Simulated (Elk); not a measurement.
## BAs: optical spectrum from first principles

Aim: the dielectric function of BAs, and the optical constants that follow from it.

Main program and level: Elk 11.2.3 (patched build); DFT, PBE, all-electron APW+lo, Dirac cores, scalar-relativistic bands, independent-particle optical response without local fields.

### Step 1. The structure

Symmetry: F-43m, No. 216, cubic system. The conventional cell has a = 4.777 Å, b = 4.777 Å, c = 4.777 Å, α = 90.00°, β = 90.00°, γ = 90.00°. Nearest to As lie 4 B at 2.07 Å. B has 4 As at 2.07 Å nearest. Farther neighbours are not listed.

Coordinates:

```cif
data_structure
_symmetry_space_group_name_H-M 'P 1'
_symmetry_Int_Tables_number 1
_cell_length_a 3.3778
_cell_length_b 3.3778
_cell_length_c 3.3778
_cell_angle_alpha 60.000
_cell_angle_beta 60.000
_cell_angle_gamma 60.000
_cell_volume 27.25
loop_
_atom_site_label
_atom_site_type_symbol
_atom_site_fract_x
_atom_site_fract_y
_atom_site_fract_z
_atom_site_occupancy
As1 As 0.75000 0.75000 0.75000 1
B2 B 0.00000 0.00000 0.00000 1
```

### Step 2. Ground state

First the ground state: is it a metal or has it a gap?

This step: DFT, PBE, all-electron APW+lo, Dirac cores, scalar-relativistic bands, ground state (Elk 11.2.3 (patched build)).

The input, elk.in:

```
tasks
  0
  120

xctype
  20

nempty
  14

lorbcnd
  .true.

rgkmax
  7.0

swidth
  0.0018375

maxscl
  100

epsengy
  1e-05

sppath
  './'

avec
  0.000000000000 4.513610848669 4.513610848669
  4.513610848669 0.000000000000 4.513610848669
  4.513610848669 4.513610848669 0.000000000000

atoms
  2
  'As.in'
  1
  0.750000000000 0.750000000000 0.750000000000   0.000 0.000 0.000
  'B.in'
  1
  0.000000000000 0.000000000000 0.000000000000   0.000 0.000 0.000

ngridk
  12 12 12
```

Launch:

```bash
$ OMP_NUM_THREADS=4 elk
```

Numbers of over 12 decimals in the logs are rounded to 6 here.

The log of the run:

```text
┌─────────────────────────┐
│ Elk code version 11.2.3 │
└─────────────────────────┘

All units are atomic (Hartree, Bohr, etc.)

┌─────────────────────────────────────────────────┐
│ Ground-state run starting from atomic densities │
└─────────────────────────────────────────────────┘

Lattice vectors :
   0.000000000       4.513610849       4.513610849
   4.513610849       0.000000000       4.513610849
   4.513610849       4.513610849       0.000000000

Reciprocal lattice vectors :
 -0.6960264761      0.6960264761      0.6960264761
  0.6960264761     -0.6960264761      0.6960264761
  0.6960264761      0.6960264761     -0.6960264761

Unit cell volume      :    183.9087250
Brillouin zone volume :    1.348768055

Muffin-tin inner radius fraction :   0.1000000000E-01

Nuclei treated as point charges

Species : 1 (As)
 parameters loaded from : As.in
 name : arsenic
 nuclear charge    :   -33.00000000
 electronic charge :    33.00000000
 atomic mass :    136573.7220
 muffin-tin radius :    2.205086662
 number of radial points in muffin-tin :    993
 inner part over the whole radius :   0.9951774363E-02
 number on inner part of muffin-tin    :    701
 approximate nuclear radius :   0.7712558785E-04
 number of mesh points to nuclear radius :    343
 atomic positions (lattice), magnetic fields (Cartesian) :
  1 :   0.00000000  0.00000000  0.00000000    0.00000000  0.00000000  0.00000000

Species : 2 (B)
 parameters loaded from : B.in
 name : boron
 nuclear charge    :   -5.000000000
 electronic charge :    5.000000000
 atomic mass :    19707.24742
 muffin-tin radius :    1.653814996
 number of radial points in muffin-tin :    593
 inner part over the whole radius :   0.9982433238E-02
 number on inner part of muffin-tin    :    404
 approximate nuclear radius :   0.4534157419E-04
 number of mesh points to nuclear radius :    162
 atomic positions (lattice), magnetic fields (Cartesian) :
  1 :   0.25000000  0.25000000  0.25000000    0.00000000  0.00000000  0.00000000

Total number of atoms per unit cell :    2
Total muffin-tin volume :    63.85972064
 ratio of muffin-tin to unit cell volume :   0.3472359488

Spin treatment :
 spin-unpolarised

Number of Bravais lattice symmetries :   48
Number of crystal symmetries         :   24
Crystal has no inversion symmetry
Complex Hermitian eigensolver will be used

k-point grid :     12    12    12
k-point offset :    0.000000000       0.000000000       0.000000000
k-point set is reduced with full crystal symmetry group
Total number of k-points :      116

Muffin-tin radius times maximum |G+k| :    7.000000000
 using average radius
Maximum |G+k| for APW functions       :    3.627975326
Maximum (1/2)|G+k|²                   :    6.581102483
Maximum |G| for potential and density :    12.00000000
Constant for pseudocharge density :    7
 order of it for each species :   14  14
 order of it for pair densities of each species (exact exchange by exxq0 0: 14) :   13   5
Radial integration step length :    1

G-vector grid sizes :     25    25    25
Number of G-vectors :     5329

Maximum angular momentum used for
 APW functions            :    8
 outer part of muffin-tin :    6
 inner part of muffin-tin :    2

Total nuclear charge    :   -38.00000000
Total core charge       :    20.00000000
Total valence charge    :    18.00000000
Total excess charge     :    0.000000000
Total electronic charge :    38.00000000

Effective Wigner radius, rₛ :    1.049325055

Number of empty states         :     28
Total number of valence states :     38
Total number of core states    :     20

Conduction state local-orbitals added automatically
Third-order local-orbitals added for an l without core states : F
Total number of local-orbitals :    117

Exchange-correlation functional :     20     0     0
 Perdew-Burke-Ernzerhof, Phys. Rev. Lett. 77, 3865 (1996)
 gradient requirement :    1
 generalised gradient approximation (GGA)

Smearing type :    3
 Fermi-Dirac
Smearing width :   0.1837500000E-02
Effective electronic temperature (K) :    580.2366081

Mixing type :    3
 Broyden mixing, J. Phys. A: Math. Gen. 17, L317 (1984)

Kohn-Sham potential initialised from atomic data

┌──────────────────────────────┐
│ Self-consistent loop started │
└──────────────────────────────┘

┌─────────────────┐
│ Loop number : 1 │
└─────────────────┘

Energies :
 Fermi                       :     0.186041
 sum of occupied eigenvalues :     -1318.4787562607
 electron kinetic            :      2335.7738663225
 core electron kinetic       :      2152.0024554350
 Coulomb                     :     -4534.1283900921
 Coulomb potential           :     -3538.5222965142
 nuclear-nuclear             :     -297.55420444288
 electron-nuclear            :     -4939.9718231333
 Hartree                     :      703.39763748407
 Madelung                    :     -2764.8672418350
 xc potential                :     -115.73032606900
 exchange                    :     -86.164859484646
 correlation                 :     -1.798866
 electron entropic           :    -0.69099782003538E-11
 total energy                :     -2286.3182489902

Density of states at Fermi energy :   0.1057907333E-06
 (states/Hartree/unit cell)

Estimated indirect band gap :   0.6670772622E-01
 from k-point 1 to k-point 51
Estimated direct band gap   :   0.1461431169
 at k-point 1

Charges :
 core                        :    20.00000000
 valence                     :    18.00000000
 interstitial                :    3.184617997
 muffin-tins (core leakage)
  species : 1 (As)
   atom 1                    :    30.90549002     (  0.4848802974E-03)
  species : 2 (B)
   atom 1                    :    3.909891985     (  0.1842980461E-03)
 total in muffin-tins        :    34.81538200
 total calculated charge     :    37.99980315
 total charge                :    38.00000000
 error                       :   0.1968490118E-03

┌─────────────────┐
│ Loop number : 2 │
└─────────────────┘

Energies :
 Fermi                       :     0.187450
 sum of occupied eigenvalues :     -1318.4632926358
 electron kinetic            :      2335.4075889668
 core electron kinetic       :      2151.7599883233
 Coulomb                     :     -4534.1556473221
 Coulomb potential           :     -3538.4915122656
 nuclear-nuclear             :     -297.55420444288
 electron-nuclear            :     -4940.0561500313
 Hartree                     :      703.45470715208
 Madelung                    :     -2764.9098911893
 xc potential                :     -115.37936933695
 exchange                    :     -86.165690131203
 correlation                 :     -1.798965
 electron entropic           :    -0.75577154687947E-11
 total energy                :     -2286.7127138852

Density of states at Fermi energy :   0.1161161529E-06
 (states/Hartree/unit cell)

Estimated indirect band gap :   0.6624724348E-01
 from k-point 1 to k-point 51
Estimated direct band gap   :   0.1455479862
 at k-point 1

Charges :
 core                        :    20.00000000
 valence                     :    18.00000000
 interstitial                :    3.185218839
 muffin-tins (core leakage)
  species : 1 (As)
   atom 1                    :    30.91098401     (  0.4845281370E-03)
  species : 2 (B)
   atom 1                    :    3.903797147     (  0.1844485686E-03)
 total in muffin-tins        :    34.81478116
 total calculated charge     :    37.99980075
 total charge                :    38.00000000
 error                       :   0.1992459178E-03

RMS change in Kohn-Sham potential (target) :    3.879418941     (  0.1000000000E-05)
Absolute change in total energy (target)   :   0.3944648950     (  0.1000000000E-04)

[... 12 loops left out ...]

┌──────────────────┐
│ Loop number : 15 │
└──────────────────┘

Energies :
 Fermi                       :     0.312448
 sum of occupied eigenvalues :     -1314.7155673713
 electron kinetic            :      2336.7055750821
 core electron kinetic       :      2151.7928671502
 Coulomb                     :     -4534.6787937260
 Coulomb potential           :     -3537.0248741776
 nuclear-nuclear             :     -297.55420444288
 electron-nuclear            :     -4942.5198223328
 Hartree                     :      705.39523304967
 Madelung                    :     -2766.1663566371
 xc potential                :     -114.39626827582
 exchange                    :     -86.170599662551
 correlation                 :     -1.803608
 electron entropic           :    -0.17950435652023E-08
 total energy                :     -2285.9474264586

Density of states at Fermi energy :   0.3969450689E-04
 (states/Hartree/unit cell)

Estimated indirect band gap :   0.4395540466E-01
 from k-point 1 to k-point 51
Estimated direct band gap   :   0.1205788760
 at k-point 1

Charges :
 core                        :    20.00000000
 valence                     :    18.00000000
 interstitial                :    3.227452448
 muffin-tins (core leakage)
  species : 1 (As)
   atom 1                    :    31.14782464     (  0.4734187889E-03)
  species : 2 (B)
   atom 1                    :    3.624722913     (  0.1879674299E-03)
 total in muffin-tins        :    34.77254755
 total calculated charge     :    37.99967049
 total charge                :    38.00000000
 error                       :   0.3295094031E-03

RMS change in Kohn-Sham potential (target) :   0.1415131805E-06 (  0.1000000000E-05)
Absolute change in total energy (target)   :   0.8377783615E-05 (  0.1000000000E-04)

Convergence targets achieved

┌──────────────────┐
│ Loop number : 16 │
└──────────────────┘

Energies :
 Fermi                       :     0.312448
 sum of occupied eigenvalues :     -1314.7155668832
 electron kinetic            :      2336.7055758850
 core electron kinetic       :      2151.7928676945
 Coulomb                     :     -4534.6787941014
 Coulomb potential           :     -3537.0248747010
 nuclear-nuclear             :     -297.55420444288
 electron-nuclear            :     -4942.5198225465
 Hartree                     :      705.39523288806
 Madelung                    :     -2766.1663567508
 xc potential                :     -114.39626806711
 exchange                    :     -86.170599656195
 correlation                 :     -1.803608
 electron entropic           :    -0.17950466638540E-08
 total energy                :     -2285.9474260258

Density of states at Fermi energy :   0.3969458108E-04
 (states/Hartree/unit cell)

Estimated indirect band gap :   0.4395539769E-01
 from k-point 1 to k-point 51
Estimated direct band gap   :   0.1205788728
 at k-point 1

Charges :
 core                        :    20.00000000
 valence                     :    18.00000000
 interstitial                :    3.227452492
 muffin-tins (core leakage)
  species : 1 (As)
   atom 1                    :    31.14782461     (  0.4734187921E-03)
  species : 2 (B)
   atom 1                    :    3.624722898     (  0.1879674291E-03)
 total in muffin-tins        :    34.77254751
 total calculated charge     :    37.99967049
 total charge                :    38.00000000
 error                       :   0.3295094009E-03

┌──────────────────────────────┐
│ Self-consistent loop stopped │
└──────────────────────────────┘

Warning : core states of species 1 leak from the muffin-tin :   0.4734187921E-03

Warning : core states of species 2 leak from the muffin-tin :   0.1879674291E-03

Wrote STATE.OUT
```

The job ended after 23 s (4 threads of Arm Neoverse V1, shared host; peak memory 0.09 GiB).

This step gave:

```
total energy           : -2286 Ha
Fermi energy           : 8.502 eV
DOS at the Fermi level : 1.46e-6 states/eV/cell
gap on the k-mesh      : 1.196 eV
direct gap on the mesh : 3.281 eV
```

There is a gap, 1.20 eV on this mesh (points off the mesh can give less), so no carriers' term is needed.

(Part 1 of 2 ends here.)

[Machine, clock and banner lines and Python warnings are left out of the logs.]

[Logs are printed without paths, hosts, clocks, repeated set-up lines and the standing remarks that a program may print on its own settings, such as how far it seeks lower states.]

[Hosts, paths, dates, database ids (printed as entryN), source tags and the programs' standing remarks are cut or masked in the printed files.]
